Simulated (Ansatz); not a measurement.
## Sr on Al(100): change of the work function

Wanted: Δφ(θ) for Sr/Al(100), starting from the hollow site.

Program: Ansatz 0.2.0. Level of theory: plane-wave DFT, r2SCAN, Ansatz PAW, in the first sound run; inputs show where later runs differ. Results are calculated unless marked as measured.

**1. The structure**

The cell holds 4 atoms: 4 Al. Cell: a = 2.864 Å, b = 2.864 Å, c = 24.075 Å, α = 90.0°, β = 90.0°, γ = 90.0°. Vacuum lies along c.

**2. The clean slab**

The bare slab comes first, as the zero from which every change is counted. The two lowest layers are held at bulk places and the upper ones relax. The dipole correction removes the false field that a one-sided slab makes across the periodic vacuum, so each face gets a flat vacuum level of its own.

input.yaml reads:

```yaml
crystal:
  lattice:
    - [2.8637824638, 0.0, 0.0]
    - [0.0, 2.8637824638, 0.0]
    - [0.0, 0.0, 24.075]
  atoms:
    - { symbol: Al, position: [0.5, 0.5, 0.3738317757] }
    - { symbol: Al, position: [0.0, 0.0, 0.4579439252] }
    - { symbol: Al, position: [0.5, 0.5, 0.5420560748] }
    - { symbol: Al, position: [0.0, 0.0, 0.6261682243] }
kpoints:
  mp_grid: { grid: [10, 10, 1] }
hamiltonian:
  xc: r2scan
scf:
  occupations: { method: fermi_dirac, width: 0.1 }
  convergence: { dr2_threshold: 1.0e-08 }
efield:
  axis: 3
  dipole_correction: true
  ramp_position: 0.97
  ramp_width: 0.06
relax:
  f_tol: 0.02
  max_steps: 60
  constraints: [{ sites: [0, 1] }]
output:
  write_potential: true
  write_density: true
  volumetric_format: npy
```

The run is started by

```console
$ ansatz run input.yaml --threads 4 --pin off --max-ram 12288MiB --backend cpu --events-out ev --progress --plain --runs-dir out
```

Numbers of over 12 decimals in the logs are rounded to 6 here.

The log of the run:

```text
Engine: ansatz 0.2.0, aarch64-unknown-linux-gnu
Pseudopotentials: kind: paw
Pseudopotential: Al, paw, valence charge 3, recommended cutoff 500 eV (meta_gga), Al.paw.azcp
Functional definition: r2SCAN
  parameter k0 = 0.174
  parameter k1 = 0.065
  parameter a1 = 4.9479
  exchange = r2scan_x(k0 = k0, k1 = k1, a1 = a1)
  correlation = r2scan_c
Crystal: 4 atoms, lattice volume = 197.445 Å³
Basis set: ecut = 500 eV, 5031 PW (Γ), exchange–correlation on 96×96×720 points (64 copies of the dense FFT grid, shifted against one another)
Bands: 10, of which v1, the nominal top of the filled ones, is band 6 counted from 1 (5 counted from 0)
Symmetry: 8 space group operations
k-points: 21 of 100
Non-local potential: Al, projectors of the file, l = 0: 2, l = 1: 2, l = 2: 1
PAW form: soft (Blöchl's): semilocal exchange-correlation on the pseudo side does not see the compensation charge
PAW frozen core: Al, regenerated for the run's functional (the file was generated under x = pbe(κ = 0.804, μ = 0.219515), c = pbe(β = 0.066725))
PAW one-centre angular grid: Al, 302 points (default); XC on 160 Gauss nodes
Initial density: superposition of atomic densities (neutral atoms: chi_scale 0, normalization atom), corrected by the library's trained network
Initial wavefunctions: pseudopotential atomic-orbital guess
Functional: x = r2scan, c = r2scan; τ floored in thin density (d = 2e-4 eV/Å³)
SCF iter   1: F=—  HF=-2160.458666 eV  |F-HF|=—  |Δ(HF+E_count)|=         —  Δρ=2.35e-3  dr2=2.20e-2  dr2_τ=1.31e-2  ethr=1.77e-3  p=0.000 e·Å  D=6.02e-15 V/Å  ΔV_dip=-0.00 eV  dr2_dipole=1.29e-8  V_vac-E_F(+/−)=4.16/4.16 eV  ⟨swp⟩=7.8  Hψ=1853  notcnv=0
efield: sawtooth ramp at fractional position 0.9700 (set: `efield.ramp_position`, or a place that a band, a saddle search or an elastic batch's reference lends), width 0.0600; the density the first Hamiltonian is built on has a dipole p = 0.000 e·Å; the dipole correction subtracts the counter field D = 6.02e-15 V/Å, which shifts the + side's vacuum level by -0.00 eV against the − side's; the planar-averaged density in the ramp window peaks in size at 7.4e-6 e/Å³
preconditioner: auto → LDOS  [metal: Δε(μ)=0.109 eV  Ē_g=6.622 eV  σ=0.100 eV  W_gap=0.27  n_scr=12 (ndim 8)  ℏωp=9.2 eV  f_vac=0.539  D(μ)=1.98/eV (n_scr^D=10)  β→1.0]
SCF iter   2: F=—  HF=-2160.482586 eV  |F-HF|=—  |Δ(HF+E_count)|=   2.39e-2  Δρ=6.99e-4  dr2=8.81e-4  dr2_τ=5.09e-6  ethr=1.84e-4  p=0.000 e·Å  D=1.28e-6 V/Å  ΔV_dip=-0.00 eV  dr2_dipole=1.56e-8  V_vac-E_F(+/−)=4.40/4.40 eV  ⟨swp⟩=2.8  Hψ=589  notcnv=0
SCF iter   3: F=—  HF=-2160.483151 eV  |F-HF|=—  |Δ(HF+E_count)|=   5.65e-4  Δρ=1.26e-4  dr2=2.76e-5  dr2_τ=1.60e-7  ethr=7.34e-6  p=0.000 e·Å  D=1.98e-6 V/Å  ΔV_dip=-0.00 eV  dr2_dipole=3.67e-10  V_vac-E_F(+/−)=4.41/4.41 eV  ⟨swp⟩=2.6  Hψ=363  notcnv=0
SCF iter   4: F=—  HF=-2160.483207 eV  |F-HF|=—  |Δ(HF+E_count)|=   5.64e-5  Δρ=3.88e-5  dr2=5.67e-6  dr2_τ=1.73e-8  ethr=2.30e-7  p=0.000 e·Å  D=7.31e-7 V/Å  ΔV_dip=-0.00 eV  dr2_dipole=4.17e-11  V_vac-E_F(+/−)=4.41/4.41 eV  ⟨swp⟩=2.1  Hψ=358  notcnv=0
SCF iter   5: F=—  HF=-2160.483209 eV  |F-HF|=—  |Δ(HF+E_count)|=   2.01e-6  Δρ=1.30e-5  dr2=5.08e-7  dr2_τ=1.41e-9  ethr=4.73e-8  p=0.000 e·Å  D=2.07e-7 V/Å  ΔV_dip=-0.00 eV  dr2_dipole=5.18e-12  V_vac-E_F(+/−)=4.41/4.41 eV  ⟨swp⟩=2.4  Hψ=345  notcnv=0
SCF iter   6: F=—  HF=-2160.483210 eV  |F-HF|=—  |Δ(HF+E_count)|=   5.13e-7  Δρ=2.22e-6  dr2=1.17e-8  dr2_τ=3.74e-11  ethr=4.23e-9  p=0.000 e·Å  D=4.54e-8 V/Å  ΔV_dip=-0.00 eV  dr2_dipole=2.09e-16  V_vac-E_F(+/−)=4.41/4.41 eV  ⟨swp⟩=2.3  Hψ=362  notcnv=0
SCF iter   7: F=-2160.483210 eV  HF=-2160.483210 eV  |F-HF|=4.73e-10  |Δ(HF+E_count)|=   1.98e-8  Δρ=3.96e-7  dr2=3.25e-10  dr2_τ=1.09e-12  ethr=8.33e-11  p=0.000 e·Å  D=1.52e-8 V/Å  ΔV_dip=-0.00 eV  dr2_dipole=1.66e-14  V_vac-E_F(+/−)=4.41/4.41 eV  ⟨swp⟩=9.3  Hψ=1406  notcnv=0
SCF 1 converged in 7 iterations: F = -2160.483210 eV  dr2 = 3.25e-10
  greatest PAW one-centre occupation: 0.469 electrons in one spin orbital (limit 2), on the Al atom at site 3 (counted from 0), in its partial waves of l = 0
relax step   1: F+E_penalty+E_count = -2160.48320969 eV  Δ(F+E_penalty+E_count) = +0.000e0 eV  max|allowed force component| = 1.488e-1 eV/Å  Δτ_max = 0.0000 Å  (7 SCF iters, accepted)
Initial density: handed on by an earlier stage of this run
Initial wavefunctions: those handed on with the density
iter 1 solved again at ethr=1.53e-4 eV; its pass at ethr=3.10e-3 eV (dr2=1.84e-2 eV) is discarded
SCF iter   1: F=—  HF=-2160.485002 eV  |F-HF|=—  |Δ(HF+E_count)|=         —  Δρ=1.19e-3  dr2=1.82e-2  dr2_τ=3.29e-4  ethr=1.53e-4  p=0.000 e·Å  D=1.07e-8 V/Å  ΔV_dip=-0.00 eV  dr2_dipole=2.21e-3  V_vac-E_F(+/−)=4.41/4.41 eV  ⟨swp⟩=2.4  Hψ=1469  notcnv=0
efield: sawtooth ramp at fractional position 0.9700 (set: `efield.ramp_position`, or a place that a band, a saddle search or an elastic batch's reference lends), width 0.0600; the density the first Hamiltonian is built on has a dipole p = 0.000 e·Å; the dipole correction subtracts the counter field D = 1.07e-8 V/Å, which shifts the + side's vacuum level by -0.00 eV against the − side's; the planar-averaged density in the ramp window peaks in size at 1.2e-7 e/Å³
preconditioner: auto → LDOS  [metal: Δε(μ)=0.085 eV  Ē_g=6.597 eV  σ=0.100 eV  W_gap=0.21  n_scr=12 (ndim 8)  ℏωp=9.2 eV  f_vac=0.533  D(μ)=2.04/eV (n_scr^D=10)  β→1.0]
SCF iter   2: F=—  HF=-2160.485952 eV  |F-HF|=—  |Δ(HF+E_count)|=   9.50e-4  Δρ=3.39e-4  dr2=3.81e-3  dr2_τ=2.25e-6  ethr=1.52e-4  p=0.001 e·Å  D=5.59e-4 V/Å  ΔV_dip=-0.01 eV  dr2_dipole=1.14e-3  V_vac-E_F(+/−)=4.39/4.41 eV  ⟨swp⟩=2.8  Hψ=322  notcnv=0
SCF iter   3: F=—  HF=-2160.485765 eV  |F-HF|=—  |Δ(HF+E_count)|=   1.87e-4  Δρ=1.09e-4  dr2=6.41e-5  dr2_τ=4.24e-7  ethr=3.18e-5  p=-0.000 e·Å  D=-2.84e-4 V/Å  ΔV_dip=0.01 eV  dr2_dipole=1.20e-6  V_vac-E_F(+/−)=4.41/4.40 eV  ⟨swp⟩=1.7  Hψ=251  notcnv=0
SCF iter   4: F=—  HF=-2160.485786 eV  |F-HF|=—  |Δ(HF+E_count)|=   2.15e-5  Δρ=2.91e-5  dr2=9.04e-6  dr2_τ=2.50e-8  ethr=5.35e-7  p=-0.000 e·Å  D=-1.05e-4 V/Å  ΔV_dip=0.00 eV  dr2_dipole=5.68e-11  V_vac-E_F(+/−)=4.40/4.40 eV  ⟨swp⟩=2.3  Hψ=385  notcnv=0
SCF iter   5: F=—  HF=-2160.485786 eV  |F-HF|=—  |Δ(HF+E_count)|=   4.60e-8  Δρ=8.37e-6  dr2=1.01e-6  dr2_τ=6.93e-10  ethr=7.54e-8  p=-0.000 e·Å  D=-4.12e-5 V/Å  ΔV_dip=0.00 eV  dr2_dipole=1.28e-7  V_vac-E_F(+/−)=4.40/4.40 eV  ⟨swp⟩=2.3  Hψ=318  notcnv=0
SCF iter   6: F=—  HF=-2160.485786 eV  |F-HF|=—  |Δ(HF+E_count)|=   7.39e-8  Δρ=1.58e-6  dr2=3.44e-8  dr2_τ=4.25e-11  ethr=8.42e-9  p=-0.000 e·Å  D=-1.53e-5 V/Å  ΔV_dip=0.00 eV  dr2_dipole=8.45e-9  V_vac-E_F(+/−)=4.40/4.40 eV  ⟨swp⟩=2.1  Hψ=325  notcnv=0
SCF iter   7: F=-2160.485786 eV  HF=-2160.485786 eV  |F-HF|=9.19e-11  |Δ(HF+E_count)|=   4.26e-9  Δρ=3.16e-7  dr2=6.50e-10  dr2_τ=1.60e-12  ethr=8.33e-11  p=-0.000 e·Å  D=-9.18e-6 V/Å  ΔV_dip=0.00 eV  dr2_dipole=1.84e-11  V_vac-E_F(+/−)=4.40/4.40 eV  ⟨swp⟩=9.5  Hψ=1409  notcnv=0
SCF 2 converged in 7 iterations: F = -2160.485786 eV  dr2 = 6.50e-10
  greatest PAW one-centre occupation: 0.469 electrons in one spin orbital (limit 2), on the Al atom at site 0 (counted from 0), in its partial waves of l = 0
relax step   2: F+E_penalty+E_count = -2160.48578626 eV  Δ(F+E_penalty+E_count) = -2.577e-3 eV  max|allowed force component| = 6.041e-2 eV/Å  Δτ_max = 0.0723 Å  (7 SCF iters, accepted)
SCF iter   1: F=—  HF=-2160.486610 eV  |F-HF|=—  |Δ(HF+E_count)|=         —  Δρ=4.72e-4  dr2=3.22e-3  dr2_τ=5.37e-5  ethr=2.56e-4  p=-0.000 e·Å  D=-9.18e-6 V/Å  ΔV_dip=0.00 eV  dr2_dipole=5.87e-4  V_vac-E_F(+/−)=4.40/4.40 eV  ⟨swp⟩=2.5  Hψ=769  notcnv=0
efield: sawtooth ramp at fractional position 0.9700 (set: `efield.ramp_position`, or a place that a band, a saddle search or an elastic batch's reference lends), width 0.0600; the density the first Hamiltonian is built on has a dipole p = -0.000 e·Å; the dipole correction subtracts the counter field D = -9.18e-6 V/Å, which shifts the + side's vacuum level by +0.00 eV against the − side's; the planar-averaged density in the ramp window peaks in size at 9.3e-8 e/Å³
preconditioner: auto → LDOS  [metal: Δε(μ)=0.096 eV  Ē_g=6.608 eV  σ=0.100 eV  W_gap=0.23  n_scr=12 (ndim 8)  ℏωp=9.2 eV  f_vac=0.536  D(μ)=2.02/eV (n_scr^D=10)  β→1.0]
SCF iter   2: F=—  HF=-2160.486846 eV  |F-HF|=—  |Δ(HF+E_count)|=   2.36e-4  Δρ=1.29e-4  dr2=3.48e-4  dr2_τ=3.11e-7  ethr=2.68e-5  p=0.000 e·Å  D=3.09e-4 V/Å  ΔV_dip=-0.01 eV  dr2_dipole=6.22e-5  V_vac-E_F(+/−)=4.40/4.40 eV  ⟨swp⟩=2.4  Hψ=493  notcnv=0
SCF iter   3: F=—  HF=-2160.486828 eV  |F-HF|=—  |Δ(HF+E_count)|=   1.85e-5  Δρ=2.97e-5  dr2=3.93e-6  dr2_τ=3.23e-8  ethr=2.90e-6  p=-0.000 e·Å  D=-1.50e-5 V/Å  ΔV_dip=0.00 eV  dr2_dipole=3.96e-7  V_vac-E_F(+/−)=4.40/4.40 eV  ⟨swp⟩=1.7  Hψ=252  notcnv=0
SCF iter   4: F=—  HF=-2160.486831 eV  |F-HF|=—  |Δ(HF+E_count)|=   2.96e-6  Δρ=9.37e-6  dr2=5.78e-7  dr2_τ=2.18e-9  ethr=3.28e-8  p=-0.000 e·Å  D=-2.30e-6 V/Å  ΔV_dip=0.00 eV  dr2_dipole=5.84e-9  V_vac-E_F(+/−)=4.40/4.40 eV  ⟨swp⟩=2.3  Hψ=387  notcnv=0
SCF iter   5: F=—  HF=-2160.486831 eV  |F-HF|=—  |Δ(HF+E_count)|=   1.10e-7  Δρ=2.40e-6  dr2=5.22e-8  dr2_τ=8.11e-11  ethr=4.81e-9  p=-0.000 e·Å  D=-1.44e-5 V/Å  ΔV_dip=0.00 eV  dr2_dipole=2.08e-9  V_vac-E_F(+/−)=4.40/4.40 eV  ⟨swp⟩=2.4  Hψ=324  notcnv=0
SCF iter   6: F=-2160.486831 eV  HF=-2160.486831 eV  |F-HF|=1.45e-9  |Δ(HF+E_count)|=   1.30e-8  Δρ=7.31e-7  dr2=2.60e-9  dr2_τ=1.12e-11  ethr=8.33e-11  p=-0.000 e·Å  D=-2.60e-5 V/Å  ΔV_dip=0.00 eV  dr2_dipole=3.23e-10  V_vac-E_F(+/−)=4.40/4.40 eV  ⟨swp⟩=9.6  Hψ=1436  notcnv=0
SCF 3 converged in 6 iterations: F = -2160.486831 eV  dr2 = 2.60e-9
relax step   3: F+E_penalty+E_count = -2160.48683107 eV  Δ(F+E_penalty+E_count) = -1.045e-3 eV  max|allowed force component| = 1.091e-2 eV/Å  Δτ_max = 0.0308 Å  (6 SCF iters, accepted)
NSCF: frozen V_eff on 21 k-points
the search or the solves at the SCF's close seem to have found levels that the self-consistency loop had missed (the run counts 1). By its estimate they hold under 1e-12 electrons; where the run keeps them, the occupations were computed again with them
iter 1 solved again at ethr=2.15e-11 eV; its pass at ethr=3.10e-3 eV (dr2=2.59e-9 eV) is discarded
SCF iter   1: F=—  HF=-2160.486831 eV  |F-HF|=—  |Δ(HF+E_count)|=         —  Δρ=7.31e-7  dr2=2.60e-9  dr2_τ=1.12e-11  ethr=2.15e-11  p=-0.000 e·Å  D=-2.60e-5 V/Å  ΔV_dip=0.00 eV  dr2_dipole=3.23e-10  V_vac-E_F(+/−)=4.40/4.40 eV  ⟨swp⟩=1.0  Hψ=1996  notcnv=0
efield: sawtooth ramp at fractional position 0.9700 (kept from the solve that this one continues, or follows in the run), width 0.0600; the density the first Hamiltonian is built on has a dipole p = -0.000 e·Å; the dipole correction subtracts the counter field D = -2.60e-5 V/Å, which shifts the + side's vacuum level by +0.00 eV against the − side's; the planar-averaged density in the ramp window peaks in size at 1.0e-7 e/Å³
preconditioner: auto → LDOS  [metal: Δε(μ)=0.096 eV  Ē_g=6.607 eV  σ=0.100 eV  W_gap=0.24  n_scr=12 (ndim 8)  ℏωp=9.2 eV  f_vac=0.535  D(μ)=2.01/eV (n_scr^D=10)  β→1.0]
SCF iter   2: F=-2160.486831 eV  HF=-2160.486831 eV  |F-HF|=1.51e-10  |Δ(HF+E_count)|=   2.92e-9  Δρ=2.78e-7  dr2=5.48e-10  dr2_τ=1.21e-12  ethr=2.15e-11  p=-0.000 e·Å  D=-2.74e-5 V/Å  ΔV_dip=0.00 eV  dr2_dipole=5.72e-12  V_vac-E_F(+/−)=4.40/4.40 eV  ⟨swp⟩=8.5  Hψ=1261  notcnv=0
SCF 4 converged in 2 iterations: F = -2160.486831 eV  dr2 = 5.48e-10
NSCF: frozen V_eff on 21 k-points
the band table was solved once a step of the walk had ended and its energy, with any forces and stress, was formed, with the checks that follow a solve (2141 applications of the Hamiltonian). They found nothing against the state; the energy, forces and stress were not computed again (output.eigenvalues in the input reference)
WARN: The output density's exchange-correlation potential varies sharply where the density is thin. Do not read a vacuum level from v_tot or v_xc, or from such a field of the output density. On a cell that repeats whose density bears no net charge and no dipole along the vacuum's axis use v_es (v_loc + v_h of the components); under efield.dipole_correction with no amplitude use v_es + v_field, which holds any externa [...]
SCF converged after 2 iterations
Free energy (F): -2160.486831 eV
Harris-Foulkes:  -2160.486831 eV  (|F-HF|=1.51e-10)
Internal energy: -2160.421653 eV  (E = F + TS)
E sigma→0 (E₀):  -2160.454242 eV
Entropy (-TS):   -0.065178 eV (-16.295 meV/atom)
Fermi energy:    -0.202598 eV
Dipole field:    D = -0.000024 V/Å  (p = -0.000026 e·Å, saw-weighted, corrected)
Work function:   Φ+ = 4.4049 eV   Φ− = 4.4043 eV
Levels:          The Fermi level and band energies are counted from a zero that moves with the ramp; work functions are not
--- Per-component energies (eV) ---
  E_band       = -54.145422
  E_kinetic    = 86.270632
  E_local      = -2739.636628  (includes V_loc(G=0)·N_el)
  E_nonlocal   = 38.923498
  E_hartree    = 1344.233772
  E_xc         = -143.299035
  E_vxc        = -119.709090  (∫ρ·V_xc dr)
  E_paw        = -1892.043983  (= ΣΔE_a)
  E_vpaw       = -13.292018  (= ΣTr[D̂ρ^β])
  E_aug_tail   = -0.000003  (compensation charges beyond the density's cutoff)
  E_vtau       = 4.830165  (kinetic-family band-sum trace: ∫τ·v_τ [+ j·A + Jᵃ·Aᵃ] dr)
  E_efield     = 0.000000  (sawtooth field / dipole correction)
  E_vefield    = 0.000006  (∫n·V_field dr)
  E_ewald      = 1145.370527
  E_core_change = -0.240432  (= ΣΔE_core)
  E_smearing   = -0.065178  (= −TS)
  E_closure    = -0.000000  (closes the sum)
  Σ components = -2160.486831   (vs F -2160.486831, Δ=0.00e0)
--- Forces (eV/Å), atoms counted from 1 ---
  atom   1  Al    -0.00000000     0.00000000     0.01151385
  atom   2  Al    -0.00000000     0.00000000    -0.02181031
  atom   3  Al     0.00000000     0.00000000     0.01090130
  atom   4  Al     0.00000000     0.00000000    -0.00060783
  max |Σ_I F_I| component: 2.99e-6 eV/Å
--- Band table (eV; the first three rows and the last of 21) ---
  k-point 0: bands = ["-11.4686", "-10.0337", "-7.7259", "-4.7525", "-2.3467", "1.3454", "3.5808", "4.4288", "4.5147", "5.7753"]
  k-point 1: bands = ["-11.2773", "-9.8438", "-7.5377", "-4.5652", "-2.1670", "1.5047", "3.2300", "3.7486", "4.4931", "4.6141"]
  k-point 2: bands = ["-10.7050", "-9.2756", "-6.9745", "-4.0068", "-1.6303", "0.2693", "1.6422", "2.1264", "3.9001", "4.3298"]
  k-point 20: bands = ["-2.8607", "-2.8607", "-1.5417", "-1.5417", "-1.3448", "-1.3409", "0.1724", "0.1764", "0.6552", "0.6552"]
--- Relaxed structure (3 steps of the walk, 3 accepted, 0 SCFs on fresh bases) ---
  F+E_penalty+E_count = -2160.48683107 eV   max|allowed force component| = 1.091e-2 eV/Å
  atoms:
    - { symbol: Al, position: [0.5, 0.5, 0.373832] }
    - { symbol: Al, position: [0.0, 0.0, 0.457944] }
    - { symbol: Al, position: [0.5, 0.5, 0.543889] }
    - { symbol: Al, position: [0, 0.0, 0.627865] }
```

The job ended after 15 s (4 threads of Arm Neoverse V1, shared host; peak memory 0.79 GiB).

Relaxation path:

```tsv
step	energy less that of the first step (eV)	largest force component (eV/Å)
1	0.0000	0.1488
2	-0.0026	0.0604
3	-0.0036	0.0109
```

Forces are held to the 8 operations that the run works with; a distortion that breaks them can't arise in this run.

The atoms that moved most (Å):

```tsv
atom	dx	dy	dz	length
Al3	0.000	0.000	0.044	0.044
Al4	0.000	0.000	0.041	0.041
```

Numbers from this step:

- energy at zero smearing: -2160.4542 eV
- work function, upper face: 4.405 eV
- dipole along the normal: -2.64e-5 e·Å

Running mean over 2.025 Å of the planar mean; the ramp of the sawtooth is left out. The electron's electrostatic potential energy less the Fermi level by z:

z (Å), electron's electrostatic potential energy less the Fermi level (eV) and a bar from the least value:
```
      3.0       4.40 ##############################
      3.5       4.40 ##############################
      4.0       4.40 ##############################
      4.5       4.40 ##############################
      5.0       4.40 ##############################
      5.5       4.39 ##############################
      6.0       4.34 ##############################
      6.5       4.17 #############################
      7.0       3.60 ###########################
      7.5       1.97 ######################
      8.0      -0.45 ##############
      8.5      -2.77 ######
      9.0      -4.13 ##
      9.5      -4.48 #
     10.0      -4.59 
     10.5      -4.65 
     11.0      -4.65 
     11.5      -4.55 
     12.0      -4.52 
     12.5      -4.54 
     13.0      -4.64 
     13.5      -4.67 
     14.0      -4.62 
     14.5      -4.53 
     15.0      -4.28 #
     15.5      -3.22 #####
     16.0      -1.02 ############
     16.5       1.42 ####################
     17.0       3.35 ###########################
     17.5       4.09 #############################
     18.0       4.32 ##############################
     18.5       4.38 ##############################
     19.0       4.40 ##############################
     19.5       4.40 ##############################
     20.0       4.40 ##############################
     20.5       4.40 ##############################
     21.0       4.40 ##############################
```

The relaxation took 3 steps and lowered the energy by 0.0036 eV; the largest force on the free atoms ends at 0.011 eV/Å.

The work function of the upper face is 4.40 eV.

(Part 1 of 5 ends here.)

[Logs are printed without paths, hosts, clocks, repeated set-up lines and the standing remarks that a program may print on its own settings, such as how far it seeks lower states.]

[Hosts, paths, dates, database ids (printed as entryN), source tags and the programs' standing remarks are cut or masked in the printed files.]

[Maps of the electrostatic potential energy from Ansatz leave out the sawtooth potential of an applied field or a dipole correction, so their vacuum need not be flat; planar profiles and work functions include it.]
